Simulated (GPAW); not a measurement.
# A C chain with a Cl atom bridging one bond: transmission at several levels, part 2 of 2

How well does a C chain with a Cl atom bridging one bond conduct at low bias, and how far do basis and functional move the answer?

GPAW 26.7.0; GPAW LCAO, PAW setups; Landauer transmission from Green's functions with principal layers (ASE), zero bias.

So far, transmission at the Fermi level (one spin): step 2 (GPAW, dzp, PBE, GPAW) 0.727; step 3 (basis szp(dzp), PBE, GPAW) 0.625; step 4 (basis sz(dzp), PBE, GPAW) 0.549; step 5 (revPBE) 0.729.

## 8. Grid spacing 0.3, basis szp(dzp), k-points along the lead 4

The real-space grid carries density and potential; a coarse one breaks translation symmetry along the lead and scatters electrons that should pass. A smaller basis is cheaper in every inversion. The lead's own mesh along the current sets its density and potential; where the lead is aligned to the junction's end layer, a rigid shift drops out.

This step: GPAW LCAO, PAW setups; Landauer transmission from Green's functions with principal layers (ASE), zero bias (GPAW 26.7.0).

run.py

```python
import json
import numpy as np
from ase import Atoms
from ase.transport.calculators import TransportCalculator
from gpaw import GPAW, FermiDirac
from gpaw.lcao.tools import get_lcao_hamiltonian
from scipy.linalg import eigh

# The junction with lead layers at both ends, along the third cell vector
device = Atoms(
    ['C', 'C', 'C', 'C', 'C', 'C', 'Cl', 'C', 'C', 'C', 'C', 'C', 'C'],
    positions=[
        [4.50000, 4.50000, 0.64000],
        [4.50000, 4.50000, 1.92000],
        [4.50000, 4.50000, 3.20000],
        [4.50000, 4.50000, 4.48000],
        [4.50000, 4.50000, 5.76000],
        [4.50000, 4.50000, 7.04000],
        [5.86775, 4.50000, 7.78000],
        [4.50000, 4.50000, 8.52000],
        [4.50000, 4.50000, 9.80000],
        [4.50000, 4.50000, 11.08000],
        [4.50000, 4.50000, 12.36000],
        [4.50000, 4.50000, 13.64000],
        [4.50000, 4.50000, 14.92000]],
    cell=[[9.0, 0.0, 0.0], [0.0, 9.0, 0.0], [0.0, 0.0, 15.56]],
    pbc=True)

# One principal layer of the lead: the first 4 atoms of the device
lead = Atoms(
    ['C', 'C', 'C', 'C'],
    positions=[
        [4.50000, 4.50000, 0.64000],
        [4.50000, 4.50000, 1.92000],
        [4.50000, 4.50000, 3.20000],
        [4.50000, 4.50000, 4.48000]],
    cell=[[9.0, 0.0, 0.0], [0.0, 9.0, 0.0], [0.0, 0.0, 5.12]],
    pbc=True)

settings = dict(mode='lcao', basis='szp(dzp)', xc='PBE', h=0.3,
                occupations=FermiDirac(0.1), maxiter=250,
                mixer=dict(beta=0.1, nmaxold=8, weight=100.0),
                convergence=dict(density=0.0001))
energies = np.arange(-2, 2 + 1e-9, 0.05)
eta = 0.0001
n1, n2 = 1, 1
# k and -k transmit alike, so half of the mesh across the current serves
mesh = [(i, j) for i in range(n1) for j in range(n2) if (i, j) <= (-i % n1, -j % n2)]
weights = np.array([1 if (i, j) == (-i % n1, -j % n2) else 2 for i, j in mesh]) / (n1 * n2)

# [... helper functions left out ...]
fermi_lead = ground_state(lead, (1, 1, 4), 'lead.txt')
fermi_device = ground_state(device, (1, 1, 5), 'device.txt')
# [... loop over the mesh left out, but for ...]
        # Shift the lead onto the potential of the device's first layer
        shift = ((H[:, 0, 0] - H0[:, 0, 0]) / S0[0, 0]).real.mean()
# [...]
kT = 8.617333e-5 * 500
bias = [0.1, 0.2, 0.5, 1.0, 1.5, 2.0]
# [... integrals and printing left out ...]
```

Started as:

```bash
$ OMP_NUM_THREADS=1 OPENBLAS_NUM_THREADS=1 python run.py
```

Output:

```text
basis functions: device 117, principal layer 36
Fermi level: lead -6.8150 eV, device -5.5639 eV; lead shifted by -0.2904 eV
largest coupling past the next layer 9.87e-05 eV, largest misfit of the first layer 0.195 eV
  E-E_F (eV)   T (one spin)  [channel counts left out]
    -2.000    3.0561e-02
    -1.950    3.8374e-02
    -1.900    4.7888e-02
    -1.850    5.8946e-02
    -1.800    7.1378e-02
    -1.750    8.5009e-02
    -1.700    9.9667e-02
    -1.650    1.1518e-01
    -1.600    1.3139e-01
    -1.550    1.4815e-01
    -1.500    1.6532e-01
    -1.450    1.8278e-01
    -1.400    2.0042e-01
    -1.350    2.1814e-01
    -1.300    2.3588e-01
    -1.250    2.5356e-01
[...]
1.650    9.7668e-01
     1.700    9.8771e-01
     1.750    9.9885e-01
     1.800    1.0101e+00
     1.850    1.0215e+00
     1.900    1.0330e+00
     1.950    1.0446e+00
     2.000    1.0564e+00
conductance at 500 K: 0.62175 G0 a cell; thermopower -4.723 uV/K
current from the zero-bias T(E) at 0.1 V: 4.8171 uA
current from the zero-bias T(E) at 0.2 V: 9.633 uA
current from the zero-bias T(E) at 0.5 V: 24.06 uA
current from the zero-bias T(E) at 1.0 V: 47.963 uA
current from the zero-bias T(E) at 1.5 V: 71.551 uA
current from the zero-bias T(E) at 2.0 V: 94.669 uA
```

Wall time 8.3 s (1 thread of Intel Xeon Platinum 8488C (Sapphire Rapids), shared host); peak memory 0.24 GiB.

The run finished with changed settings (h = 0.3, basis = "szp(dzp)" and lead_nz = 4); it serves as a test.

Side by side:

```csv
quantity,this run,sound run,difference
conductance (G₀),0.62175,0.72675,-0.105
thermopower (μV/K),-4.7233,-3.6493,-1.07
largest coupling past the next principal layer (eV),9.869e-5,1.025e-4,-3.8e-6
largest misfit of the first principal layer (eV),0.19515,0.17523,0.0199
shift that aligns the lead (eV),-0.29043,-0.28532,-0.00512
basis functions of the junction,117,169,-52
basis functions of a principal layer,36,52,-16
transmission at the Fermi level (one spin),0.62198,0.72683,-0.105
```

The two runs differ clearly in the thermopower: -4.72 μV/K against -3.65 μV/K.

## 9. A second varied run

A last run, with other settings again.

Changes to run.py since step 8:

```diff
@@ -39,4 +39,4 @@
 
-settings = dict(mode='lcao', basis='szp(dzp)', xc='PBE', h=0.3,
-                occupations=FermiDirac(0.1), maxiter=250,
+settings = dict(mode='lcao', basis='dzp', xc='PBE', h=0.4,
+                occupations=FermiDirac(0.1), maxiter=100,
                 mixer=dict(beta=0.1, nmaxold=8, weight=100.0),
@@ -51,3 +51,3 @@
 # [... helper functions left out ...]
-fermi_lead = ground_state(lead, (1, 1, 4), 'lead.txt')
+fermi_lead = ground_state(lead, (1, 1, 22), 'lead.txt')
 fermi_device = ground_state(device, (1, 1, 5), 'device.txt')
```

Output:

```text
basis functions: device 169, principal layer 52
Fermi level: lead -4.0500 eV, device -3.1442 eV; lead shifted by -0.2922 eV
largest coupling past the next layer 1.02e-04 eV, largest misfit of the first layer 1.337 eV
  E-E_F (eV)   T (one spin)  [channel counts left out]
    -2.000    1.7543e-01
    -1.950    1.9416e-01
    -1.900    2.1323e-01
    -1.850    2.3252e-01
    -1.800    2.5189e-01
    -1.750    2.7123e-01
    -1.700    2.9045e-01
    -1.650    3.0944e-01
    -1.600    3.2814e-01
    -1.550    3.4646e-01
    -1.500    3.6436e-01
    -1.450    3.8179e-01
    -1.400    3.9872e-01
    -1.350    4.1512e-01
    -1.300    4.3100e-01
    -1.250    4.4634e-01
[...]
1.650    1.1458e+00
     1.700    1.1625e+00
     1.750    1.1796e+00
     1.800    1.1970e+00
     1.850    1.2150e+00
     1.900    1.2334e+00
     1.950    1.2523e+00
     2.000    1.2718e+00
conductance at 500 K: 0.72449 G0 a cell; thermopower -3.407 uV/K
current from the zero-bias T(E) at 0.1 V: 5.6134 uA
current from the zero-bias T(E) at 0.2 V: 11.228 uA
current from the zero-bias T(E) at 0.5 V: 28.082 uA
current from the zero-bias T(E) at 1.0 V: 56.247 uA
current from the zero-bias T(E) at 1.5 V: 84.549 uA
current from the zero-bias T(E) at 2.0 V: 112.98 uA
```

It took 9.6 s on 1 thread; peak memory 0.21 GiB.

The run finished. A setting was moved off its sound value on purpose, so it serves as a test and not as the result.

The fault put into the input: a grid far too coarse (h = 0.4).

Side by side:

| quantity | this run | sound run | difference |
| --- | --- | --- | --- |
| conductance (G₀) | 0.72449 | 0.72675 | -0.00227 |
| thermopower (μV/K) | -3.4070 | -3.6493 | 0.242 |
| largest coupling past the next principal layer (eV) | 1.018e-4 | 1.025e-4 | -7.1e-7 |
| largest misfit of the first principal layer (eV) | 1.3366 | 0.17523 | 1.16 |
| shift that aligns the lead (eV) | -0.29216 | -0.28532 | -0.00684 |
| transmission at the Fermi level (one spin) | 0.72437 | 0.72683 | -0.00246 |

The two runs differ clearly in the largest misfit of the first principal layer: 1.34 eV against 0.175 eV.

## 10. What came out

| Property | Result |
| --- | --- |
| conductance | 0.727 G₀ |
| transmission at the Fermi level, mean of the spins | 0.727 |
| thermopower | -3.65 μV/K |

What this shows: In the dzp basis the junction conducts 0.727 G₀ at 500 K, with T = 0.727 a spin at the Fermi level; no smaller basis tried comes within 10 % of that conductance. At the Fermi level two eigenchannels carry the current (0.61 and 0.12). Measured against the first run (dzp), the nearest curve is that of dzp-revPBE (r.m.s. 0.0045) and the farthest that of sz (0.22). Over the compared runs wall time goes from 15 s (sz) to 26 s (dzp-revPBE), on a shared host. The geometry was built from estimated bond lengths and not relaxed, so the numbers describe this model structure. The run had no spin polarisation, so a magnetic state, which chains and small molecules with open shells often have, wasn't tested. The lead had to be shifted by -0.29 eV to meet the junction cell, whose ends are therefore not quite neutral; features of T(E) can be displaced by about as much. Energies count from the junction cell's Fermi level; in the run with T = 0.727 there, the aligned lead's own level lies at -0.29 eV, where T interpolates to 0.664; the finite cell leaves the answer open by at least that much. An evenly spaced straight chain is an idealisation: free chains tend to dimerise, zigzag or, where a band edge lies near the Fermi level, turn magnetic. The currents use the zero-bias T(E) throughout, which holds only while the bias is small against the distance to the nearest feature.

[Logs are printed without paths, hosts, clocks, repeated set-up lines and the standing remarks that a program may print on its own settings, such as how far it seeks lower states.]

[Hosts, paths, dates, database ids (printed as entryN), source tags and the programs' standing remarks are cut or masked in the printed files.]
